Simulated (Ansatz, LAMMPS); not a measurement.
# Gap against volume in glassy 76SiO2-9BaO-7SrO-4Li2O-4ZrO2 (mol %) (128 atoms)

Density of this cell: 2.94 g/cm³. The cell holds 128 atoms: 34 Si, 4 Ba, 3 Sr, 4 Li, 2 Zr and 81 O. Its edges and angles: a = 12.347 Å, b = 12.291 Å, c = 12.237 Å, α = 90.7°, β = 86.3°, γ = 87.9°. The starting structure: 128 atoms (34 Si, 4 Ba, 3 Sr, 4 Li, 2 Zr, 81 O) placed at random at 2.87 g/cm³, melted at 4000 K for 10 ps at fixed volume with the Morse and Coulomb pair potential with partial charges (Pedone, Malavasi, Menziani, Cormack and Segre, J. Phys. Chem. B 110, 11780 (2006)). Quenched from 4000 K to 300 K at 10 K/ps and fixed volume, held 10 ps at zero pressure, then minimised at fixed cell.

Calculated with Ansatz 0.2.0: Kohn-Sham DFT, PBE, PAW (set soft_2), plane waves; cutoff 420 eV, Γ point, fixed occupations. The relaxed cell was scaled evenly and the atoms were relaxed at each volume. The gap is that between the highest filled and the lowest empty Kohn-Sham level on the run's k-points.

```
volume (Å³/atom)  gap (eV)
          13.021               3.974
          13.600                   ?
          14.034               3.770
          14.468               3.699
          14.902               3.647
          15.336               3.591
```

Task: Fit a straight line in ln V to the rows given and interpolate to the withheld row.

Worked fit:

A volume deformation potential makes the spacing linear in u = ln(V/V0), with V0 = 14.468 Å³ the relaxed volume; v is the spacing.

| u = ln(V/V0) | v (eV) |
| --- | --- |
| -0.105360 | 3.9741 |
| -0.0304593 | 3.7702 |
| 0 | 3.6994 |
| 0.0295585 | 3.6466 |
| 0.0582689 | 3.5905 |

With n = 5: mean u = -0.00959845, mean v = 3.73616, Σ(u − ū)² = 0.015837, Σ(u − ū)(v − v̄) = -0.037241. Slope b = -0.037241 / 0.015837 = -2.3515; intercept a = v̄ − b ū = 3.7136.

At the withheld volume u = -0.06188, and v = a + b u.

Prediction at 13.600: 3.859 eV. The run gave 3.764 eV, so the fit is high by 0.095 eV (2.5 % of the value).

The rows follow a line only loosely (correlation 0.96 in size over all rows, under the 0.97 asked here), so the slope of -2.35 eV is a mean trend and no deformation potential. Among the rows given, the largest miss of the fit is at 14.034, by 0.015 eV (3.9 % of the range of the table).

Limits: The table spans 16 % in volume, wide for a linear law. Semilocal functionals tend to put gaps under measured ones. Only the Γ point is sampled. Atoms move by up to 1.1 Å in these relaxations, so the structure changes along the series. Defect or tail levels can set the spacing of a disordered cell. Spin–orbit coupling is left out, which matters for the levels of the heavy elements.

[Logs are printed without paths, hosts, clocks, repeated set-up lines and the standing remarks that a program may print on its own settings, such as how far it seeks lower states.]

[Hosts, paths, dates, database ids (printed as entryN), source tags and the programs' standing remarks are cut or masked in the printed files.]
